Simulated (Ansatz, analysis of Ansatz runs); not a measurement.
# N2V- centre in diamond: hyperfine coupling, PBE, part 2 of 2

How near does this set-up come to the measured hyperfine coupling? Subject: N2V- centre in diamond. Set-up: PBE, 64-site cell, PBE lattice, 520 eV, k: the single point 1/4 1/4 1/4 then 2x2x2 shifted 0.5 0.5 0.5. The model is a cell of 64 host atoms with 1 site emptied, N put on another atom's site and N put on another atom's site. The isotropic coupling follows from the spin density at the nucleus, the nuclear g-factor and the total spin. This set-up takes another basis size than the usual one.

Ansatz 0.2.0; PBE, 64-site cell, PBE lattice, 520 eV, k: the single point 1/4 1/4 1/4 then 2x2x2 shifted 0.5 0.5 0.5.

So far: Set-up; Relaxation, charge −1.

**3. Contact spin densities**

The relaxed structure is kept, and the final numbers are taken at the final level and k-points.

This step: plane-wave PAW DFT, PBE; single point of a defect supercell.

point/input.yaml

```yaml
crystal:
  lattice:
    - [7.14330841, 0.0, 0.0]
    - [0.0, 7.14330841, 0.0]
    - [0.0, 0.0, 7.14330841]
  atoms:
    - { symbol: C, position: [-0.00077424, -0.00132308, 0.25006787] }
    - { symbol: C, position: [-0.000780959, 0.249772615, -0.001028183] }
    - { symbol: C, position: [0.250196495, -0.001163837, -0.000886085] }
    - { symbol: "N", position: [0.240115846, 0.239874525, 0.240151282] }
    - { symbol: C, position: [0.126484974, 0.126266084, 0.369371696] }
    - { symbol: C, position: [0.126490622, 0.369097648, 0.126559839] }
    - { symbol: C, position: [0.370002113, 0.125983505, 0.126255934] }
    - { symbol: C, position: [0.000173793, 0.000591306, 0.749474822] }
    - { symbol: C, position: [0.002626012, 0.252402743, 0.497668753] }
    - { symbol: C, position: [0.251433586, 0.002482089, 0.497981939] }
    - { symbol: C, position: [0.251309513, 0.252200423, 0.747439447] }
    - { symbol: C, position: [0.125366816, 0.125819068, 0.87362035] }
    - { symbol: C, position: [0.125875947, 0.380823525, 0.624498238] }
    - { symbol: C, position: [0.377329768, 0.129188856, 0.621174976] }
    - { symbol: C, position: [0.375420068, 0.375121369, 0.875337256] }
    - { symbol: C, position: [0.002632671, 0.497383499, 0.252683668] }
    - { symbol: C, position: [0.000189166, 0.749172446, 0.000886015] }
    - { symbol: C, position: [0.251438402, 0.497706853, 0.002781768] }
    - { symbol: C, position: [0.251321749, 0.747145518, 0.252489428] }
    - { symbol: C, position: [0.125867217, 0.624211408, 0.381136672] }
    - { symbol: C, position: [0.12538339, 0.873334335, 0.126105219] }
    - { symbol: C, position: [0.377338841, 0.620899144, 0.129462659] }
    - { symbol: C, position: [0.375427882, 0.875031353, 0.375393348] }
    - { symbol: C, position: [-0.001133995, 0.499932178, 0.751593575] }
    - { symbol: C, position: [-0.001149877, 0.751289222, 0.500232559] }
    - { symbol: "N", position: [0.239084777, 0.510835181, 0.511127592] }
    - { symbol: C, position: [0.250233658, 0.751348899, 0.751626328] }
    - { symbol: C, position: [0.125385205, 0.624331084, 0.877194344] }
    - { symbol: C, position: [0.125373308, 0.876915567, 0.624624634] }
    - { symbol: C, position: [0.370019721, 0.624470825, 0.624766697] }
    - { symbol: C, position: [0.375148654, 0.875274087, 0.875556257] }
    - { symbol: C, position: [0.498494452, 0.001638311, 0.251219499] }
[... 23 lines left out ...]
    - { symbol: C, position: [0.498269412, 0.498583606, 0.748120306] }
    - { symbol: C, position: [0.498263947, 0.747812219, 0.498884791] }
    - { symbol: C, position: [0.749470839, 0.499784841, 0.500080877] }
    - { symbol: C, position: [0.749168669, 0.749666481, 0.749968463] }
    - { symbol: C, position: [0.624280288, 0.62473934, 0.874724552] }
    - { symbol: C, position: [0.624279565, 0.874431641, 0.625040772] }
    - { symbol: C, position: [0.874366123, 0.62527975, 0.625593552] }
    - { symbol: C, position: [0.874917918, 0.875036735, 0.875336784] }
total_charge: -1
basis:
  ecutwfc: 520
  xc_grid: 2
hamiltonian:
  xc: pbe
kpoints:
  mp_grid: { grid: [2, 2, 2], shift: [0.5, 0.5, 0.5] }
magnetization:
  spin_polarized: true
  initial_magnetization: 1
  spin_locking: { lock_magnetization: hard }
scf:
  occupations: { method: fermi_dirac, width: 0.01 }
  max_iter: 120
output:
  forces: true
  efg: {}
  eigenvalues: true
checkpoint:
  read: "../relax.run"
```

The run is started by

```bash
> ansatz run input.yaml --threads 2 --pin off --max-ram 3768MiB --backend cpu --events-out ev --progress --plain --runs-dir out
```

Numbers of over 12 decimals in the logs are rounded to 6 here.

What it wrote:

```text
[...]
Warning: at least one further symmetry operation maps every atom of the structure, as the run holds it, onto an atom to within 3.45e-5 (fractional), and is not used: no operation is sought that the atoms, as the run holds them, miss by more than 2.00e-5, [...]
[...]
Crystal: 63 atoms, lattice volume = 364.501 Å³
Basis set: ecut = 520 eV, 9795 PW (Γ), exchange–correlation on 108×108×108 points (8 copies of the dense FFT grid, shifted against one another)
Bands: 191, of which v1, the nominal top of the filled ones, is band 128 counted from 1 (127 counted from 0)
Symmetry: 1 space group operations
[...]
k-points: 4 of 8 (time reversal used)
[...]
Starting moments: Σ|m| = 1 μB on 63 of 63 sites; this step starts from the density that it was given
[...]
atom  13  C  V_zz =    +1.627056   η = 0.1055   by run symmetry: allowed
[...]
atom  16  C  V_zz =    -0.398283   η = 0.3620   by run symmetry: allowed
[...]
atom  20  C  V_zz =    +1.626578   η = 0.1048   by run symmetry: allowed
[...]
atom  26  N  V_zz =   -14.215762   η = 0.0027   by run symmetry: allowed
[...]
atom  41  C  V_zz =    -3.375556   η = 0.0785   by run symmetry: allowed
[...]
atom  48  C  V_zz =    -3.375938   η = 0.0788   by run symmetry: allowed
[...]
--- Band table (eV; the first three rows and the last of 8) ---
[...]
[... further k-points left out ...]
[key lines of the parts left out:]
SCF converged after 7 iterations
Magnetization: 1.0000 μB (128.0000 up, 127.0000 down)
Free energy (F): -16047.137085 eV
Fermi energy:    15.412481 (↑ 16.412775, ↓ 15.147404) eV
```

Wall time 43 s (2 threads of AMD EPYC 9R14 (Zen 4), shared host); peak memory 1.6 GiB; 84 s of CPU time.

Numbers from this step:

```
free energy                           : -16047.1371 eV
total moment                          : 1 μB
integral of the absolute spin density : 1.130 μB
spin contamination                    : 0.004430
```

The largest moments in the atoms' spheres: C41 0.18, C48 0.18, C40 0.02, C49 0.02, C50 0.01, C42 0.01 μB.

Isotropic hyperfine couplings from the contact spin densities (Fermi contact term with core polarisation, no dipolar part), the largest:

| atom | isotope | distance from the centre (Å) | contact spin density (e/Å³) | A (MHz) |
| --- | --- | --- | --- | --- |
| C48 | 13C | 1.63 | 1.13 | 187.4 |
| C41 | 13C | 1.64 | 1.12 | 187.4 |
| C40 | 13C | 3.89 | 0.160 | 26.6 |
| C49 | 13C | 3.89 | 0.160 | 26.6 |
| C51 | 13C | 3.90 | 0.116 | 19.3 |
| C43 | 13C | 3.90 | 0.116 | 19.3 |
| C50 | 13C | 3.90 | 0.116 | 19.3 |
| C42 | 13C | 3.90 | 0.116 | 19.3 |
| C31 | 13C | 5.05 | 0.0686 | 11.4 |
| C37 | 13C | 2.51 | -0.0672 | -11.2 |

**4. Results**

```yaml
15n_isotropic: 3.0 MHz
13c_the_two_neighbours_of_the_vacancy_isotropic: 187.4 MHz
integral_of_the_absolute_spin_density: 1.13 μB
time_of_the_whole_chain: 86 s on 2 threads
```

15N, isotropic: computed 3.0 MHz, measured 4.02 MHz; 1.0 MHz (26 %) below the measurement. 13C, the two neighbours of the vacancy, isotropic: computed 187.4 MHz, measured 240.7 MHz; 53.3 MHz (22 %) below the measurement. Only the isotropic (Fermi contact) part is computed, with core polarisation; no vibrational averaging. Limits: the periodic copies of the defect are only 7.1 Å apart.

[Logs are printed without paths, hosts, clocks, repeated set-up lines and the standing remarks that a program may print on its own settings, such as how far it seeks lower states.]

[Hosts, paths, dates, database ids (printed as entryN), source tags and the programs' standing remarks are cut or masked in the printed files.]

[For some hosts the program warned that the k-mesh of the response run may be too coarse for force constants and the static dielectric constant; such warnings are not shown here.]
